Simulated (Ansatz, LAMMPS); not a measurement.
# Squeezing and shearing glassy 77SiO2-6B2O3-8CaO-8MgO (mol %) (142 atoms)

How stiff is glassy 77SiO2-6B2O3-8CaO-8MgO (mol %) (142 atoms), and how do its levels respond to strain?

Calculated with Ansatz 0.2.0; Kohn-Sham DFT, PBE, PAW (set soft_2), plane waves.

## Step 1: The structure

The cell holds 142 atoms: 37 Si, 6 B, 4 Ca, 4 Mg and 91 O. Cell: a = 12.114 Å, b = 12.114 Å, c = 12.114 Å, α = 90.0°, β = 90.0°, γ = 90.0°. 142 atoms (37 Si, 6 B, 4 Ca, 4 Mg, 91 O) placed at random at 2.31 g/cm³, melted at 3000 K for 20 ps at fixed volume with the Buckingham and Coulomb pair potential of Guillot and Sator (Geochim. Cosmochim. Acta 71, 1249 (2007)) with the boron terms of Wang et al. (J. Non-Cryst. Solids 498, 294 (2018)). Quenched from 3000 K to 300 K at 1000 K/ps and fixed volume, held 10 ps at zero pressure.

What the set-up can't give: The quench rate of 1000 K/ps far exceeds what a furnace or splat quench reaches, so expect more defects and frozen-in strain than in a real sample. The network of bonds at the start is that of the classical potential that made the cell, and needn't be the one that DFT or experiment would give. Only the Γ point is sampled.

## Step 2: Single point at the start

A single point comes first, to see the forces before anything moves.

input.yaml

```yaml
crystal:
  lattice:
    - [12.1144, 0.0, 0.0]
    - [0.0, 12.1144, 0.0]
    - [0.0, 0.0, 12.1144]
  atoms:
    - { symbol: Si, position: [0.32062, 0.17421, 0.38917] }
    - { symbol: Si, position: [0.23651, 0.32366, 0.58295] }
    - { symbol: Si, position: [0.94826, 0.48026, 0.38608] }
    - { symbol: Si, position: [0.01943, 0.40614, 0.05641] }
    - { symbol: Si, position: [0.68702, 0.26395, 0.21455] }
    - { symbol: Si, position: [0.75208, 0.61187, 0.0477] }
    - { symbol: Si, position: [0.05357, 0.12688, 0.8272] }
    - { symbol: Si, position: [0.32573, 0.27412, 0.02693] }
    - { symbol: Si, position: [0.26982, 0.99865, 0.56236] }
    - { symbol: Si, position: [0.23147, 0.02906, 0.22471] }
    - { symbol: Si, position: [0.66253, 0.78885, 0.17765] }
    - { symbol: Si, position: [0.71808, 0.76061, 0.55009] }
    - { symbol: Si, position: [0.13101, 0.36573, 0.86011] }
    - { symbol: Si, position: [0.50522, 0.42862, 0.90615] }
    - { symbol: Si, position: [0.46748, 0.93735, 0.27253] }
    - { symbol: Si, position: [0.3401, 0.86605, 0.76151] }
    - { symbol: Si, position: [0.95344, 0.75759, 0.01301] }
    - { symbol: Si, position: [0.15691, 0.65098, 0.37256] }
    - { symbol: Si, position: [0.77531, 0.3254, 0.68602] }
    - { symbol: Si, position: [0.53321, 0.28863, 0.41281] }
    - { symbol: Si, position: [0.59204, 0.15915, 0.62818] }
    - { symbol: Si, position: [0.47452, 0.66101, 0.8505] }
    - { symbol: Si, position: [0.89692, 0.01437, 0.43226] }
    - { symbol: Si, position: [0.82248, 0.96661, 0.08362] }
    - { symbol: Si, position: [0.73404, 0.51355, 0.51422] }
    - { symbol: Si, position: [0.25187, 0.45748, 0.17078] }
    - { symbol: Si, position: [0.36649, 0.6727, 0.08625] }
    - { symbol: Si, position: [0.97428, 0.69795, 0.75539] }
    - { symbol: Si, position: [0.10044, 0.89042, 0.40127] }
    - { symbol: Si, position: [0.54875, 0.52563, 0.34716] }
    - { symbol: Si, position: [0.65731, 0.98522, 0.44146] }
    - { symbol: Si, position: [0.92566, 0.95499, 0.68917] }
    [... 104 atom lines left out ...]
    - { symbol: O, position: [0.84228, 0.76964, 0.49051] }
    - { symbol: O, position: [0.02353, 0.45779, 0.62049] }
    - { symbol: O, position: [0.16989, 0.09666, 0.87843] }
    - { symbol: O, position: [0.33643, 0.90845, 0.63556] }
    - { symbol: O, position: [0.79946, 0.33541, 0.21179] }
    - { symbol: O, position: [0.22694, 0.14045, 0.30166] }
kpoints:
  mp_grid: { grid: [1, 1, 1] }
hamiltonian:
  xc: pbe
scf:
  occupations: { method: fixed }
output:
  forces: true
```

Launch:

```
$ ansatz run input.yaml --threads 4 --pin off --max-ram 8192MiB --backend cpu --events-out ev --progress --plain --runs-dir out
```

The program printed:

```text
[...]
Pseudopotentials: kind: paw
Pseudopotential: Si, paw, valence charge 4, recommended cutoff 420 eV (normal), Si.paw.azcp
Pseudopotential: B, paw, valence charge 3, recommended cutoff 420 eV (normal), B.paw.azcp
Pseudopotential: Ca, paw, valence charge 10, recommended cutoff 420 eV (normal), Ca.paw.azcp
Pseudopotential: Mg, paw, valence charge 10, recommended cutoff 420 eV (normal), Mg.paw.azcp
Pseudopotential: O, paw, valence charge 6, recommended cutoff 420 eV (normal), O.paw.azcp
[... 5 lines on functional and potentials left out ...]
Crystal: 142 atoms, lattice volume = 1777.893 Å³
Basis set: ecut = 420 eV, 34697 PW (Γ), exchange–correlation on 162×162×162 points (8 copies of the dense FFT grid, shifted against one another)
Bands: 538, of which v1, the nominal top of the filled ones, is band 396 counted from 1 (395 counted from 0)
Symmetry: 1 space group operations
Space group: P1 (ITA 1), of the structure as read, at distance tolerance 1.2e-4 Å
k-points: 1
[... 11 lines on functional and potentials left out ...]
Initial density: superposition of atomic densities (neutral atoms: chi_scale 0, normalization atom), corrected by the library's trained network
Initial wavefunctions: pseudopotential atomic-orbital guess
[...]
SCF iter   1: F=—  HF=-91196.644674 eV  |F-HF|=—  |Δ(HF+E_count)|=         —  Δρ=3.23e-3  dr2=4.27e-1  ethr=1.77e-3  ⟨swp⟩=5.0  Hψ=1884  notcnv=0  defer=140
preconditioner: auto → Resta (q_TF=auto, 2.384 Å⁻¹)  ε∞=3.2  [insulator: Δε(μ)=2.496 eV  Ē_g=16.301 eV  n_scr=436 (ndim 8)  ℏωp=24.1 eV  f_vac=0.121  ε∞_Penn≈3.2]
SCF iter   2: F=—  HF=-91196.567948 eV  |F-HF|=—  |Δ(HF+E_count)|=   7.67e-2  Δρ=1.73e-3  dr2=1.16e-1  ethr=5.39e-5  ⟨swp⟩=4.0  Hψ=826  notcnv=0  defer=140
SCF iter   3: F=—  HF=-91196.543340 eV  |F-HF|=—  |Δ(HF+E_count)|=   2.46e-2  Δρ=9.58e-4  dr2=3.19e-2  ethr=1.46e-5  ⟨swp⟩=4.0  Hψ=680  notcnv=0  defer=122
automatic band count: iteration 3 solves 520 bands in place of 538: the levels show a gap, and the empty bands left out lie too high to hold charge; the band table lists the bands solved (type scf.n_extra_bands for more)
SCF iter   4: F=—  HF=-91196.534982 eV  |F-HF|=—  |Δ(HF+E_count)|=   8.36e-3  Δρ=3.85e-4  dr2=3.11e-3  ethr=4.02e-6  ⟨swp⟩=4.0  Hψ=688  notcnv=0  defer=122
SCF iter   5: F=—  HF=-91196.534778 eV  |F-HF|=—  |Δ(HF+E_count)|=   2.04e-4  Δρ=2.38e-4  dr2=8.99e-4  ethr=3.92e-7  ⟨swp⟩=3.0  Hψ=908  notcnv=0  defer=122
[...]
SCF iter   9: F=—  HF=-91196.539365 eV  |F-HF|=—  |Δ(HF+E_count)|=   3.78e-7  Δρ=3.93e-6  dr2=2.78e-7  ethr=2.98e-10  ⟨swp⟩=3.0  Hψ=687  notcnv=0  defer=122
SCF iter  10: F=-91196.539365 eV  HF=-91196.539365 eV  |F-HF|=2.66e-8  |Δ(HF+E_count)|=   1.42e-7  Δρ=2.41e-6  dr2=8.82e-8  ethr=1.26e-11  ⟨swp⟩=5.0  Hψ=1693  notcnv=0
SCF 1 converged in 10 iterations: F = -91196.539365 eV  dr2 = 8.82e-8
[...]
SCF converged after 10 iterations
Free energy (F): -91196.539365 eV
Harris-Foulkes:  -91196.539365 eV  (|F-HF|=2.66e-8)
Internal energy: -91196.539365 eV  (E = F + TS)
E sigma→0 (E₀):  -91196.539365 eV
Fermi energy:    5.118944 eV
--- Per-component energies (eV) ---
[...]
Σ components = -91196.539365   (vs F -91196.539365, Δ=0.00e0)
--- Forces (eV/Å), atoms counted from 1 ---
  atom   1  Si     1.85993881    -0.11406836     1.88483503
  atom   2  Si     2.33272450    -1.92485328     4.73304781
  atom   3  Si    -1.13006201     2.09777897     1.83745364
  atom   4  Si    -0.69478750     0.33383977     1.85139961
[...]
atom 142  O     -1.14778122     0.97997031    -0.44894105
  max |Σ_I F_I| component: 6.07e-5 eV/Å
```

It took 14 s on 4 threads of Intel Xeon Platinum 8488C (Sapphire Rapids), shared host; peak memory 2.6 GiB.

The column dr2 measures how far the density is from self-consistency, as an energy; F and HF (Harris–Foulkes) agree once it is small.

The r.m.s. force at the start is 1.2 eV/Å.

## Step 3: Cell and atoms relaxed

The cell is relaxed with the atoms, since the starting lattice needn't suit this functional.

input.yaml

```yaml
crystal:
  lattice:
    - [12.1144, 0.0, 0.0]
    - [0.0, 12.1144, 0.0]
    - [0.0, 0.0, 12.1144]
  atoms:
    [... the 142 atom lines of step 2 ...]
kpoints:
  mp_grid: { grid: [1, 1, 1] }
hamiltonian:
  xc: pbe
scf:
  occupations: { method: fixed }
output:
  forces: true
relax:
  f_tol: 0.05
  max_steps: 150
  cell: {}
```

The program printed:

```text
[...]
Crystal: 142 atoms, lattice volume = 1777.893 Å³
Basis set: ecut = 420 eV, 34697 PW (Γ), exchange–correlation on 162×162×162 points (8 copies of the dense FFT grid, shifted against one another)
Bands: 538, of which v1, the nominal top of the filled ones, is band 396 counted from 1 (395 counted from 0)
Symmetry: 1 space group operations
[...]
k-points: 1
[...]
SCF iter   1: F=—  HF=-91196.644669 eV  |F-HF|=—  |Δ(HF+E_count)|=         —  Δρ=3.23e-3  dr2=4.27e-1  ethr=1.77e-3  ⟨swp⟩=5.0  Hψ=1884  notcnv=0  defer=140
[...]
SCF iter   5: F=—  HF=-91196.534775 eV  |F-HF|=—  |Δ(HF+E_count)|=   1.88e-4  Δρ=2.38e-4  dr2=8.99e-4  ethr=3.92e-7  ⟨swp⟩=3.0  Hψ=908  notcnv=0  defer=122
[...]
SCF iter   9: F=—  HF=-91196.539365 eV  |F-HF|=—  |Δ(HF+E_count)|=   3.78e-7  Δρ=3.93e-6  dr2=2.78e-7  ethr=2.98e-10  ⟨swp⟩=3.0  Hψ=687  notcnv=0  defer=122
SCF iter  10: F=-91196.539365 eV  HF=-91196.539365 eV  |F-HF|=2.67e-8  |Δ(HF+E_count)|=   1.42e-7  Δρ=2.40e-6  dr2=8.82e-8  ethr=1.26e-11  ⟨swp⟩=5.0  Hψ=1693  notcnv=0
SCF 1 converged in 10 iterations: F = -91196.539365 eV  dr2 = 8.82e-8
[...]
relax step   1: F+E_penalty+E_count = -91196.53936542 eV  Δ(F+E_penalty+E_count) = +0.000e0 eV  max|allowed force component| = 4.783e0 eV/Å  Δτ_max = 0.0000 Å  P = -0.109 GPa  Ω = 1777.893 Å³  (10 SCF iters, dr2 threshold 1.00e-7 eV, accepted)
[... from here on, the SCF cycles and remarks between the steps are left out ...]
relax step   2: F+E_penalty+E_count = -91202.24070213 eV  Δ(F+E_penalty+E_count) = -5.701e0 eV  max|allowed force component| = 3.270e0 eV/Å  Δτ_max = 0.1949 Å  P = +0.027 GPa  Ω = 1782.403 Å³  energy of the carried Pulay correction = -1.708e-2 eV  (7 SCF iters, dr2 threshold 1.42e-5 eV, accepted)
relax step   3: F+E_penalty+E_count = -91206.58110380 eV  Δ(F+E_penalty+E_count) = -4.340e0 eV  max|allowed force component| = 1.067e0 eV/Å  Δτ_max = 0.1941 Å  P = +0.337 GPa  Ω = 1795.806 Å³  energy of the carried Pulay correction = -6.759e-2 eV  (8 SCF iters, dr2 threshold 1.42e-5 eV, accepted)
relax step   4: F+E_penalty+E_count = -91207.46306719 eV  Δ(F+E_penalty+E_count) = -8.820e-1 eV  max|allowed force component| = 6.015e-1 eV/Å  Δτ_max = 0.1961 Å  P = -0.220 GPa  Ω = 1814.232 Å³  energy of the carried Pulay correction = -1.364e-1 eV  (7 SCF iters, dr2 threshold 1.42e-5 eV, accepted)
relax step   5: F+E_penalty+E_count = -91207.92875744 eV  Δ(F+E_penalty+E_count) = -4.657e-1 eV  max|allowed force component| = 3.056e-1 eV/Å  Δτ_max = 0.1933 Å  P = -0.012 GPa  Ω = 1818.650 Å³  energy of the carried Pulay correction = -1.528e-1 eV  (7 SCF iters, dr2 threshold 1.42e-5 eV, accepted)
relax step   6: F+E_penalty+E_count = -91208.19269679 eV  Δ(F+E_penalty+E_count) = -2.639e-1 eV  max|allowed force component| = 2.363e-1 eV/Å  Δτ_max = 0.1946 Å  P = -0.083 GPa  Ω = 1828.226 Å³  energy of the carried Pulay correction = -1.882e-1 eV  (7 SCF iters, dr2 threshold 5.84e-6 eV, accepted)
relax step   7: F+E_penalty+E_count = -91208.30811414 eV  Δ(F+E_penalty+E_count) = -1.154e-1 eV  max|allowed force component| = 4.570e-1 eV/Å  Δτ_max = 0.0972 Å  P = -0.113 GPa  Ω = 1841.111 Å³  energy of the carried Pulay correction = -2.356e-1 eV  (8 SCF iters, dr2 threshold 3.49e-6 eV, accepted)
relax step   8: F+E_penalty+E_count = -91208.43701913 eV  Δ(F+E_penalty+E_count) = -1.289e-1 eV  max|allowed force component| = 3.759e-1 eV/Å  Δτ_max = 0.2000 Å  P = +0.059 GPa  Ω = 1848.218 Å³  energy of the carried Pulay correction = -2.615e-1 eV  (7 SCF iters, dr2 threshold 1.31e-5 eV, accepted)
relax step   9: F+E_penalty+E_count = -91208.50608741 eV  Δ(F+E_penalty+E_count) = -6.907e-2 eV  max|allowed force component| = 3.036e-1 eV/Å  Δτ_max = 0.0909 Å  P = -0.089 GPa  Ω = 1855.480 Å³  energy of the carried Pulay correction = -2.880e-1 eV  (7 SCF iters, dr2 threshold 8.83e-6 eV, accepted)
relax step  10: F+E_penalty+E_count = -91208.56786762 eV  Δ(F+E_penalty+E_count) = -6.178e-2 eV  max|allowed force component| = 2.091e-1 eV/Å  Δτ_max = 0.0381 Å  P = +0.029 GPa  Ω = 1855.044 Å³  energy of the carried Pulay correction = -2.864e-1 eV  (7 SCF iters, dr2 threshold 5.76e-6 eV, accepted)
relax step  11: F+E_penalty+E_count = -91208.55594663 eV  Δ(F+E_penalty+E_count) = +1.192e-2 eV  max|allowed force component| = 5.172e-1 eV/Å  Δτ_max = 0.2000 Å  P = -0.097 GPa  Ω = 1859.186 Å³  energy of the carried Pulay correction = -3.014e-1 eV  (8 SCF iters, dr2 threshold 2.73e-6 eV, accepted)
relax step  12: F+E_penalty+E_count = -91208.63486041 eV  Δ(F+E_penalty+E_count) = -7.891e-2 eV  max|allowed force component| = 9.033e-2 eV/Å  Δτ_max = 0.0599 Å  P = -0.049 GPa  Ω = 1860.872 Å³  energy of the carried Pulay correction = -3.075e-1 eV  (7 SCF iters, dr2 threshold 1.42e-5 eV, accepted)
[...]
relax step  38: F+E_penalty+E_count = -91209.37503525 eV  Δ(F+E_penalty+E_count) = -1.303e-2 eV  max|allowed force component| = 2.522e-1 eV/Å  Δτ_max = 0.0430 Å  P = +0.125 GPa  Ω = 1881.124 Å³  energy of the carried Pulay correction = -3.805e-1 eV  (6 SCF iters, dr2 threshold 8.65e-6 eV, accepted)
relax step  39: F+E_penalty+E_count = -91209.36016103 eV  Δ(F+E_penalty+E_count) = +1.487e-2 eV  max|allowed force component| = 6.462e-1 eV/Å  Δτ_max = 0.1122 Å  P = -0.094 GPa  Ω = 1880.310 Å³  energy of the carried Pulay correction = -3.775e-1 eV  (7 SCF iters, dr2 threshold 3.98e-6 eV, rejected (line search))
relax step  40: F+E_penalty+E_count = -91209.38704910 eV  Δ(F+E_penalty+E_count) = -1.201e-2 eV  max|allowed force component| = 6.081e-2 eV/Å  Δτ_max = 0.0561 Å  P = -0.001 GPa  Ω = 1881.736 Å³  energy of the carried Pulay correction = -3.826e-1 eV  (11 SCF iters, accepted)
relax step  41: F+E_penalty+E_count = -91209.39241568 eV  Δ(F+E_penalty+E_count) = -5.367e-3 eV  max|allowed force component| = 7.731e-2 eV/Å  Δτ_max = 0.0234 Å  P = -0.033 GPa  Ω = 1881.651 Å³  energy of the carried Pulay correction = -3.823e-1 eV  (7 SCF iters, dr2 threshold 2.31e-7 eV, accepted)
relax step  42: F+E_penalty+E_count = -91209.39558089 eV  Δ(F+E_penalty+E_count) = -3.165e-3 eV  max|allowed force component| = 6.143e-2 eV/Å  Δτ_max = 0.0152 Å  P = -0.022 GPa  Ω = 1881.368 Å³  energy of the carried Pulay correction = -3.813e-1 eV  (6 SCF iters, dr2 threshold 3.74e-7 eV, accepted)
relax step  43: F+E_penalty+E_count = -91209.39925233 eV  Δ(F+E_penalty+E_count) = -3.671e-3 eV  max|allowed force component| = 1.008e-1 eV/Å  Δτ_max = 0.1352 Å  P = +0.047 GPa  Ω = 1880.132 Å³  energy of the carried Pulay correction = -3.769e-1 eV  (9 SCF iters, dr2 threshold 2.36e-7 eV, rejected (line search))
relax step  44: F+E_penalty+E_count = -91209.40217156 eV  Δ(F+E_penalty+E_count) = -6.591e-3 eV  max|allowed force component| = 3.248e-2 eV/Å  Δτ_max = 0.0651 Å  P = +0.010 GPa  Ω = 1881.002 Å³  energy of the carried Pulay correction = -3.800e-1 eV  (11 SCF iters, accepted)
relax step  45: F+E_penalty+E_count = -91209.40480352 eV  Δ(F+E_penalty+E_count) = -2.632e-3 eV  max|allowed force component| = 6.099e-2 eV/Å  Δτ_max = 0.0874 Å  P = -0.026 GPa  Ω = 1880.776 Å³  energy of the carried Pulay correction = -3.792e-1 eV  (11 SCF iters, accepted)
relax step  46: F+E_penalty+E_count = -91209.40664987 eV  Δ(F+E_penalty+E_count) = -1.846e-3 eV  max|allowed force component| = 2.969e-2 eV/Å  Δτ_max = 0.0067 Å  P = +0.002 GPa  Ω = 1880.612 Å³  energy of the carried Pulay correction = -3.786e-1 eV  (6 SCF iters, dr2 threshold 2.33e-7 eV, accepted)
relax step  47: F+E_penalty+E_count = -91210.05151871 eV  Δ(F+E_penalty+E_count) = -6.449e-1 eV  max|allowed force component| = 2.769e-2 eV/Å  Δτ_max = 0.0000 Å  P = +0.551 GPa  Ω = 1880.612 Å³  stress off target by 7.84e-1 GPa  SCF on the basis re-selected at this cell (its energy is not comparable with the rows above)  (8 SCF iters)
relax step  48: F+E_penalty+E_count = -91209.64769909 eV  Δ(F+E_penalty+E_count) = +4.038e-1 eV  max|allowed force component| = 6.702e-1 eV/Å  Δτ_max = 0.2000 Å  P = -0.561 GPa  Ω = 1929.883 Å³  energy of the carried Pulay correction = -1.920e-1 eV  (9 SCF iters, dr2 threshold 1.54e-6 eV, rejected (line search))
relax step  49: F+E_penalty+E_count = -91210.00883056 eV  Δ(F+E_penalty+E_count) = +4.269e-2 eV  max|allowed force component| = 1.041e-1 eV/Å  Δτ_max = 0.0806 Å  P = -0.156 GPa  Ω = 1906.508 Å³  energy of the carried Pulay correction = -9.616e-2 eV  (13 SCF iters, accepted)
relax step  50: F+E_penalty+E_count = -91210.01796860 eV  Δ(F+E_penalty+E_count) = -9.138e-3 eV  max|allowed force component| = 6.652e-2 eV/Å  Δτ_max = 0.0329 Å  P = -0.060 GPa  Ω = 1906.137 Å³  energy of the carried Pulay correction = -9.478e-2 eV  (7 SCF iters, dr2 threshold 6.77e-7 eV, accepted)
relax step  51: F+E_penalty+E_count = -91210.02571735 eV  Δ(F+E_penalty+E_count) = -7.749e-3 eV  max|allowed force component| = 3.623e-2 eV/Å  Δτ_max = 0.0134 Å  P = -0.010 GPa  Ω = 1905.228 Å³  energy of the carried Pulay correction = -9.125e-2 eV  (7 SCF iters, dr2 threshold 2.77e-7 eV, accepted)
relax step  52: F+E_penalty+E_count = -91210.11810192 eV  Δ(F+E_penalty+E_count) = -9.238e-2 eV  max|allowed force component| = 3.609e-2 eV/Å  Δτ_max = 0.0000 Å  P = +0.020 GPa  Ω = 1905.228 Å³  stress off target by 4.35e-2 GPa  SCF on the basis re-selected at this cell (its energy is not comparable with the rows above)  (7 SCF iters)
[...]
SCF converged after 7 iterations
Free energy (F): -91210.118102 eV
[...]
Internal energy: -91210.118102 eV  (E = F + TS)
E sigma→0 (E₀):  -91210.118102 eV
Fermi energy:    3.911285 eV
[...]
Σ components = -91210.118102   (vs F -91210.118102, Δ=0.00e0)
--- Forces (eV/Å), atoms counted from 1 ---
  atom   1  Si     0.00675800    -0.02979146    -0.01731538
  atom   2  Si    -0.02260533     0.02941441     0.02947597
  atom   3  Si     0.01742114     0.00955561    -0.00510468
  atom   4  Si    -0.00603005    -0.00024601    -0.00227813
[...]
atom 142  O      0.00502922    -0.00219220     0.00369237
  max |Σ_I F_I| component: 2.33e-5 eV/Å
--- Stress (GPa, compression-positive) ---
        0.025780      -0.010964       0.005595
       -0.010964      -0.005756      -0.003481
        0.005595      -0.003479       0.040596
  P = ⅓ Tr σ = 0.0202 GPa (0.202 kbar)
--- Relaxed structure (50 steps of the walk, 43 accepted, 2 SCFs on fresh bases) ---
  F+E_penalty+E_count = -91210.11810192 eV   max|allowed force component| = 3.609e-2 eV/Å   (the final SCF, on the basis selected at the relaxed cell)
  cell:  # Å, volume = 1905.2278 Å³
    - [12.447432, -0.238392, -0.084671]
    - [-0.238392, 12.089003, -0.088488]
    - [-0.084671, -0.088488, 12.667284]
  atoms:
    - { symbol: Si, position: [0.323445, 0.165402, 0.425589] }
    - { symbol: Si, position: [0.228545, 0.332651, 0.588745] }
    - { symbol: Si, position: [0.941899, 0.482929, 0.361186] }
    - { symbol: Si, position: [0.00978422, 0.378590, 0.058089] }
[...]
- { symbol: O, position: [0.237185, 0.121057, 0.334067] }
```

The job ended after 11 min (4 threads; peak memory 2.9 GiB; 43 min of CPU time).

The relaxation converged after 50 steps, with a largest force component of 0.036 eV/Å.

(Continued in part 2 of 3.)

[Long decimals in the printed logs are rounded to 6 places.]

[Logs are printed without paths, hosts, clocks, repeated set-up lines and the standing remarks that a program may print on its own settings, such as how far it seeks lower states.]

[Hosts, paths, dates, database ids (printed as entryN), source tags and the programs' standing remarks are cut or masked in the printed files.]
